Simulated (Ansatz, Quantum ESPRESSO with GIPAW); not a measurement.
## 23Na and 127I NMR of NaI, calculated

Wanted: NMR shieldings for each site of NaI.

**The experiment.** The 23Na shift is -2.9 ppm against aqueous Na+, in “Solid State Alkali Metal NMR Spectra and Magnetic Susceptibilities of Alkalides, Electrides and Their Related Compounds” (Jineun Kim, Ph.D. dissertation, Michigan State University, 1989). The 127I shift is 226.71 ppm against aqueous I-, in “Multinuclear Solid-State Magnetic Resonance Studies on 'Exotic' Quadrupolar Nuclei: Acquisition Methods, High-Order Effects, Quantum Chemical Computations” (Widdifield, PhD thesis, University of Ottawa, 2012), quoting earlier work.

Calculated with Quantum ESPRESSO with GIPAW 8.0dev (patched build); DFT, PBE, plane-wave PAW (pslibrary 1.0.0 recipes), scalar-relativistic, GIPAW; a patched development version of the program.

Report form: the programs' logs are mostly left out.

### Step 1. Set-up

It takes space group Fm-3m (No. 225, cubic). Conventional cell: a = 6.473 Å, b = 6.473 Å, c = 6.473 Å, α = 90.00°, β = 90.00°, γ = 90.00°. I has 6 Na at 3.24 Å nearest. Na has 6 I at 3.24 Å nearest. Farther neighbours and most contacts between anions are not listed.

The cell is an entry of the Crystallography Open Database.

### Step 2. The SCF step

GIPAW is a response on top of the ground state, so the wavefunctions come first. Their errors pass straight into the induced current, hence the tight threshold. No empty states are asked for: the response is solved without them. The mesh has a spacing of 0.29 Å⁻¹ at most. The PAW files were made with ld1.x from the pslibrary 1.0.0 recipes, with GIPAW reconstruction switched on.

scf.in reads:

```
&control
  calculation = 'scf'
  prefix = 'x'
  outdir = './tmp/'
  pseudo_dir = './'
/
&system
  ibrav = 0
  nat = 2
  ntyp = 2
  ecutwfc = 75
  ecutrho = 450
  nbnd = 8
/
&electrons
  conv_thr = 1.0d-10
  mixing_beta = 0.7
  electron_maxstep = 100
/
ATOMIC_SPECIES
  I 126.904 I.pbe-n-kjpaw_psl.1.0.0-gipaw.UPF
  Na 22.990 Na.pbe-spn-kjpaw_psl.1.0.0-gipaw.UPF
CELL_PARAMETERS angstrom
  0.00000000 3.23640000 3.23640000
  3.23640000 0.00000000 3.23640000
  3.23640000 3.23640000 0.00000000
ATOMIC_POSITIONS crystal
  I 0.50000000 0.50000000 0.50000000
  Na 0.00000000 0.00000000 0.00000000
K_POINTS automatic
  6 6 6 0 0 0
```

Started as:

```
$ mpirun -np 4 pw.x -nk 4 -in scf.in > scf.out
```

It took 8.8 s on 4 MPI ranks of Intel Xeon 6975P-C (Granite Rapids), shared host; peak memory 0.65 GiB.

It converged in 13 cycles to an estimated accuracy of 1e-11 Ry, on 16 irreducible k-points.

### Step 3. GIPAW: job nmr

A uniform field breaks periodicity, so gipaw.x applies it as a wave of small q and takes the limit. It solves for the first-order states, builds the induced current and gets the field at each nucleus by Biot–Savart; the PAW spheres add what the smooth waves miss near the nuclei. pawproj makes the reconstruction use the PAW data sets' own projectors.

nmr.in reads:

```
&inputgipaw
  job = 'nmr'
  prefix = 'x'
  tmp_dir = './tmp/'
  restart_mode = 'from_scratch'
  verbosity = 'low'
  q_gipaw = 0.01
  spline_ps = .true.
  conv_threshold = 1.0d-14
  use_nmr_macroscopic_shape = .false.
  pawproj(1) = .true.
  pawproj(2) = .true.
/
```

Started as:

```
$ mpirun -np 4 gipaw.x -in nmr.in > nmr.out
```

Wall time 42 s (4 MPI ranks); peak memory 0.42 GiB.

The f-sum rule is met to 0.0063 of 14.3 (0.04 %). Converged shieldings require that this miss be small, but a small miss does not prove them. This build smooths some augmentation functions of the files as it reads them, which, it says, moves results; by how much was not measured here.

From the symmetric part of each tensor, with principal values σ11 ≤ σ22 ≤ σ33: σ_iso is their mean, the span is σ33 − σ11 and the skew 3(σ_iso − σ22)/span. (gipaw.x prints an anisotropy in another convention.)

```tsv
site	atom no.	atoms in cell	σ_iso (ppm)	span (ppm)	skew
I	1	1	4764	0	-
Na	2	1	541.4	0.0	-
```

The macroscopic shape term is switched off. For a spherical sample the valence susceptibility of this run would add about 8 ppm to every site, a rough estimate, since the susceptibility converges slowly and lacks part of the PAW terms. Differences within the crystal don't depend on it, but shieldings of different compounds can't be compared to better than a few ppm without it.

I and Na sit on cubic site symmetry, where the tensor must be isotropic.

The quadrupolar nuclei (23Na and 127I) sit on sites where the field gradient vanishes by symmetry, so they have no quadrupolar coupling.

### Step 4. From shieldings to shifts

Covalently bonded atoms count as neighbours within 1.18 times the sum of their radii. Otherwise a cation's neighbours lie within 1.2 times its shortest bond (1.3 for large cations, each anion's radius taken off where they differ), and an anion's are the cations that count it.

```tsv
site	atom no.	atoms in cell	surroundings	bonds (Å)	σ_iso (ppm)
I	1	1	bound to Na6	3.236	4764
Na	2	1	NaI6	3.236	541.4
```

### Step 5. Other settings and structures

Each row names what was changed: another mesh tests the sampling of the zone; another functional shows how far the paramagnetic term hangs on the exchange-correlation form; another cutoff tests the basis.

Changes of σ_iso (ppm) against the run above (PBE, cutoffs 75 and 450 Ry, mesh 6×6×6, 3.3 min). Times are CPU times of pw.x and gipaw.x together, on 4 MPI ranks of Intel Xeon 6975P-C (Granite Rapids), shared host; on a shared host they are rough. A run is marked as doubtful where the f-sum miss passes 0.015 electrons, or that much for each three atoms in larger cells (with Tl, Pb, Hg, Bi or Sn a third of that, or a mesh spacing over 0.26 Å⁻¹), or where the susceptibility is unphysically large.

```tsv
run	CPU time	f-sum miss	I	Na
mesh 7×7×7	4.1 min	0.0028	+13.4	+0.3
LDA	3.2 min	0.0079	-153.3	-8.3
cutoffs 55 and 330 Ry (marked)	3 min	0.015	-0.0	-2.3
mesh 4×4×4 (marked)	1.8 min	0.085	-203.2	-5.8
Wu-Cohen	3.5 min	0.0070	-50.3	-0.3
cutoffs 90 and 540 Ry	4.8 min	0.0043	+0.4	+1.5
```

The largest move is -203.2 ppm, on I, from mesh 4×4×4.

### Step 6. What goes wrong with a poor setting

One more run, with a slip of the kind that is easily made.

scf.in: that of step 2 with these lines changed.

```diff
@@ -30,2 +30,2 @@
 K_POINTS automatic
-  6 6 6 0 0 0
+  1 1 1 0 0 0
```

Started as:

```
$ mpirun -np 4 pw.x -in scf.in > scf.out
```

This SCF reached its threshold; then the response:

nmr.in is that of step 3.

Started as:

```
$ mpirun -np 4 gipaw.x -in nmr.in > nmr.out
```

Elapsed: 4.7 s, on 4 MPI ranks; peak memory 0.41 GiB.

The run ends without an error, but the fault (Gamma alone for a small cell) moves σ_iso of I by -59493.4 ppm (both without the shape term); the f-sum rule is missed by 8.9 electrons. Its numbers are not to be used. The induced current is an integral over the zone, which one k-point of a small cell samples far too coarsely.

### Step 7. Against experiment

Without a fitted line the measured shift still tests the calculation: for an exact theory σ + δ is one number for all compounds of a nucleus, up to the shape term, which is left out of σ and differs by some ppm between compounds.

```tsv
nucleus, site	σ_iso (ppm)	measured δ (ppm)	σ + δ (ppm)	σ + δ of other compounds, same level
23Na, Na	541.4	-2.9	538.5	NaCl 545.4, NaF 543.3
127I, I	4764	226.71	4990	KI 5041
```

### Step 8. Summary of results

- 23Na shielding without shape term: 541.4 ppm
- 127I shielding without shape term: 4764 ppm

**Reading.** 23Na has one site (NaI6), with isotropic shielding 541.4 ppm (shape term left out). A shift needs a reference, δ = σ_ref − σ, fixed on measured compounds; for 23Na of this kind at this level too few were at hand, or they scattered too widely about a line, so none is given. For 23Na, σ + δ is 538.5 ppm here and 544.4 ppm on average over 2 other sites: with that reference and slope one the shift would be off by +5.8 ppm. For 127I, σ + δ is 4990 ppm here and 5041 ppm in KI: with that reference and slope one the shift would be off by +50 ppm. Going to mesh 7×7×7 changes no isotropic shielding by more than 13.5 ppm, a first measure of the error left in that respect. Going to cutoffs 90 and 540 Ry changes no isotropic shielding by more than 1.5 ppm, a first measure of the error left in that respect. The largest change with the functional is 153.3 ppm in absolute shielding; part of that drops out once each functional has its own reference line. Spin-orbit coupling is missing, which matters for I. The scalar-relativistic files are used with non-relativistic response operators, which weighs most on the heavy atoms' own shieldings. This build of gipaw.x prints that it is not audited and that its numbers are no references by themselves. It also reports spline_ps as false although the input sets it; why was not traced.

[Logs are printed without paths, hosts, clocks, repeated set-up lines and the standing remarks that a program may print on its own settings, such as how far it seeks lower states.]

[Hosts, paths, dates, database ids (printed as entryN), source tags and the programs' standing remarks are cut or masked in the printed files.]

[Where no reference line passes its bar on scatter, no shift is given, so a measured shift of this compound may stand uncompared.]
